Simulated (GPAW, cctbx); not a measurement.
# How far are the atoms of Li2CuSbBr6 from free atoms?

Question: by how much does bonding change the X-ray structure factors of Li2CuSbBr6, and what does a routine refinement make of it?

The start was made by putting kin elements into a known structure type; the compound need not exist, or be stable, in this form. All numbers below are calculated.

### 1. Find the equilibrium geometry

The density hangs on the geometry, so cell and atoms are relaxed first, with the symmetry held. The cutoff is set higher than for the density because stress converges slowly with plane waves.

Settings: GPAW 26.7.0, PBE, 670 eV, 2×2×2 k-points, Fermi–Dirac width 0.05 eV, BFGS to 0.03 eV/Å.

```text
cell
1.0
     0.000000000    5.652500000    5.652500000
     5.652500000    0.000000000    5.652500000
     5.652500000    5.652500000    0.000000000
Sb Br Cu Li
1 6 1 2
Direct
0.000000000 0.000000000 0.000000000
0.764500000 0.764500000 0.235500000
0.764500000 0.235500000 0.764500000
0.235500000 0.764500000 0.235500000
0.235500000 0.764500000 0.764500000
0.235500000 0.235500000 0.764500000
0.764500000 0.235500000 0.235500000
0.500000000 0.500000000 0.500000000
0.250000000 0.250000000 0.250000000
0.750000000 0.750000000 0.750000000
```

```console
$ OMP_NUM_THREADS=1 mpirun -n 4 gpaw python run.py > gpaw.log
```

```text
BFGS:    0      -26.510298        1.641421
BFGS:    1      -26.725779        1.414933
BFGS:    2      -27.431282        0.413789
BFGS:    3      -27.473227        0.471904
...
BFGS:    7      -27.657304        0.383891
BFGS:    8      -27.741719        0.234167
BFGS:    9      -27.761014        0.017492
cell  7.6836 7.6836 7.6836  60.00 60.00 60.00
volume 320.759 A^3, largest force 0.007 eV/A, largest stress 0.09 GPa
```

After 9 steps the volume has changed by -11.2 % and the energy by -1.251 eV; the largest stress left is 0.09 GPa. It took 2.8 min on 4 cores of Intel(R) Xeon(R) Platinum 8488C (Sapphire Rapids) (shared host), peak memory 1.2 GiB.

Relaxed structure: Fm-3m (no. 225), a = 10.8663 Å, b = 10.8663 Å, c = 10.8663 Å, α = 90.00°, β = 90.00°, γ = 90.00°.

| atom | mult. | x | y | z |
| --- | --- | --- | --- | --- |
| Sb1 | 4 | 0 | 0 | 0 |
| Br1 | 24 | 0 | 0 | 0.7423 |
| Cu1 | 4 | 1/2 | 0 | 0 |
| Li1 | 8 | 1/4 | 3/4 | 3/4 |

### 2. Density and charge transfer

X-rays see the whole electron density, so the PAW density is rebuilt with its core regions. Subtracting spherical free atoms from the same code cancels the cores and leaves the deformation density Δρ, the part due to bonding.

Settings: PBE, 550 eV, 3×3×3 k-points, Fermi–Dirac width 0.05 eV; primitive cell of 10 atoms.

```console
$ OMP_NUM_THREADS=1 mpirun -n 4 gpaw python run.py > gpaw.log
```

```text
|iter:   1|       0s |  -29.402389 | +0.24 |       |
|iter:   2|       1s |  -29.040619 | -1.54 | -1.17 |
|iter:   3|       2s |  -28.180415 | -1.40 | -1.23 |
...
|iter:   9|       9s |  -28.062509c| -5.83 | -3.53 |
|iter:  10|      10s |  -28.062510c| -7.09 | -4.23c|
|iter:  11|      11s |  -28.062510c| -7.93c| -4.63c|
```

```text
grid (84, 84, 84)  electrons 296.000  moved by bonding 1.699 e
deformation density beyond 0.5 A of the nuclei: max 0.045, min -0.105 e/A^3
atom        x       y       z   Voronoi charge  moment
Sb1    0.0000  0.0000  0.0000      0.386       0.00
Br2    0.7423  0.7423  0.2577     -0.234       0.00
Br3    0.7423  0.2577  0.7423     -0.234       0.00
Br4    0.2577  0.7423  0.2577     -0.234       0.00
Br5    0.2577  0.7423  0.7423     -0.234       0.00
Br6    0.2577  0.2577  0.7423     -0.234       0.00
Br7    0.7423  0.2577  0.2577     -0.234       0.00
Cu8    0.5000  0.5000  0.5000      0.158       0.00
Li9    0.2500  0.2500  0.2500      0.430       0.00
Li10   0.7500  0.7500  0.7500      0.430       0.00
mean inner potential of superposed free atoms 9.825 V
total magnetic moment 0.000 muB
```

Deformation density in a plane through the shortest contact of the Br atom at the origin, in 0.01 e/Å³ (clipped at ±99); x from -1.6 to 4.2 Å, y from 2.4 down to -2.4 Å:

```text
  2   1   0   0   0   0   0   1   2   3   .   .   0   3   2   1
  1   0   0   0   0   0   0   0   1   1  -2  -4  -1   1   1   0
  0   0   0   1   1   1   0   0   0   1   2   2   1   1   0   0
 -1   0   1   2   2   2   1   0   0   1   1   2   1   0   0   0
 -2   1   2   3   4   2   1   1   0  -1  -3  -4  -2  -1   0   1
  0   3   1  -2   .  -1  -1   2   1  -4  -4   .  -4  -2   1   1
  1   4  -1   .   .   .  -3   2   1  -5   .   .   .  -4   2   2
  0   3   1  -3   .  -1  -1   2   1  -4  -4   .  -4  -2   1   2
 -2   1   2   3   4   2   1   1   0  -1  -3  -4  -3  -1   0   1
 -1   0   1   2   2   2   1   0   0   1   1   2   1   0   0   0
  0   0   0   1   1   1   0   0   0   1   2   2   1   1   0   0
  1   0   0   0   0   0   0   0   1   1  -2  -4  -1   1   1   0
  2   1   0   0   0   0   0   1   2   3   .   .   0   3   2   1
```

Atoms in or within 0.15 Å of the plane: Br (0.0, 0.0), Cu (2.6, 0.0) Å. Dots mark points within about 0.45 Å of a nucleus; large values next to them are atomic features.

Br gains most (-0.23 e) and Li loses most (+0.43 e), as electronegativity suggests. Such charges fall far short of formal ones, since overlapping free atoms already put density on their neighbours. Along the shortest contact from the Br atom at the map's origin, Br–Cu at 2.63 Å, Δρ is +0.03 e/Å³ at the midpoint: little piles up between the atoms. At the midpoints of other shortest contacts it is +0.04 (Sb–Br, 2.80 Å) e/Å³. Point values carry grid noise of about 0.01 e/Å³. The run needed 11 iterations, 24 s.

### 3. Structure factors

The Fourier components of Δρ, added to those of the free atoms, give the static X-ray structure factors; the Mott–Bethe relation turns them into the Fourier components V of the potential that fast electrons feel.

```text
static structure factors of the conventional cell: F in electrons, V (Mott-Bethe) in volts
   h  k  l      d  |F| table  |F| free   |F| DFT   change   |V| free  |V| DFT  change %
   1  1  1  6.2737    44.105    44.235    43.792   -0.443     0.412    0.474     15.1
   0  2  0  5.4331   545.672   545.550   547.076    1.526     3.351    3.190     -4.8
   0  2  2  3.8418    55.542    55.282    51.906   -3.376     0.599    0.777     29.7
   1  3  1  3.2763    86.035    86.494    86.568    0.074     0.575    0.572     -0.5
   2  2  2  3.1368   448.963   449.620   451.734    2.115     3.178    3.104     -2.3
   0  4  0  2.7166   957.420   957.390   957.957    0.567     5.835    5.820     -0.3
   1  3  3  2.4929   123.307   123.984   124.083    0.099     0.706    0.704     -0.3
   0  4  2  2.4298   458.716   458.347   458.435    0.087     2.398    2.396     -0.1
   2  4  2  2.2181    46.586    45.780    46.300    0.519     0.274    0.265     -3.3
   3  3  3  2.0912   157.424   158.135   158.155    0.019     0.812    0.812     -0.0
   1  5  1  2.0912     4.136     3.492     2.748   -0.744     0.049    0.061     23.6
   0  4  4  1.9209   847.048   846.374   845.449   -0.925     4.311    4.323      0.3
   1  5  3  1.8367    35.474    36.082    36.410    0.328     0.140    0.136     -2.8
   2  4  4  1.8111   408.218   407.595   407.040   -0.555     1.865    1.871      0.3
```

The largest X-ray change is -3.38 e on 022, 6.1 % of |F|. For electrons V goes as (Z − F)/g², so a change of F counts against Z − F, which is small at low angle and wherever the atoms' terms cancel: |V| of 022 moves by +29.7 % (0.60 to 0.78 V) against -6.1 % in |F|. The tabulated Hartree–Fock atoms differ from the free DFT atoms by up to 0.81 e, so the choice of reference atom matters too.

### 4. Refining ordinary atoms against data with bonding

Routine crystallography fits spherical atoms. To see the bias, intensities are simulated from tabulated atoms plus the DFT change ΔF, so that bonding alone can misfit (14648 reflections of the full sphere, merged to the counts below, to 0.45 Å, 0.5 % proportional noise plus counting noise, assumed isotropic U as listed, Δρ smeared by the mean U) and refined with cctbx over different ranges.

```
                    range  data      R1  GooF  U Sb1 (true 0.0076)  U Br1 (true 0.0087)  U Cu1 (true 0.0093)  U Li1 (true 0.0161)  largest shift (Å)  Δρ max, min (e/Å³)
                 all data   425  0.0033  1.04               0.0076               0.0087               0.0093               0.0165             0.0001         0.21, -0.20
 low resolution, d > 0.84    83  0.0023  1.33               0.0076               0.0087               0.0093               0.0173             0.0001         0.07, -0.12
     high order, d < 0.75   314  0.0041  0.93               0.0076               0.0087               0.0093               0.0163             0.0001         0.17, -0.13
occupancies free, d > 0.7   131  0.0025  1.25               0.0077               0.0087               0.0092               0.0157             0.0001         0.09, -0.11
```

With all data GooF is 1.04, diluted by the many high-angle data; the misfit shows at low resolution; the top residual peak lies 0.89 Å from Cu and 1.74 Å from Br. No U is off by more than 3 s.u. at low resolution. With Sb1 held at 1 and the scale free, the other occupancies refine to Br1 0.998(0.001), Cu1 0.997(0.002) and Li1 0.971(0.017), within three s.u. of full.

### 5. Answer

Bonding moves 1.70 e in the primitive cell of Li2CuSbBr6 and changes the structure factors of the conventional cell in the table above by at most 3.38 e (022, 6.1 %). The shortest bond, Br–Cu, has Δρ = +0.03 e/Å³ at its midpoint. With all data GooF is 1.04, diluted by the many high-angle data. Limits: static density, frozen cores, no spin–orbit coupling; no Hubbard U on Cu.

[Outputs are excerpts: Python notices, other lines and further rows are left out; steps that failed or that the build refused (PBEsol, TPSS) are not shown.]

[Logs are printed without paths, hosts, clocks, repeated set-up lines and the standing remarks that a program may print on its own settings, such as how far it seeks lower states.]
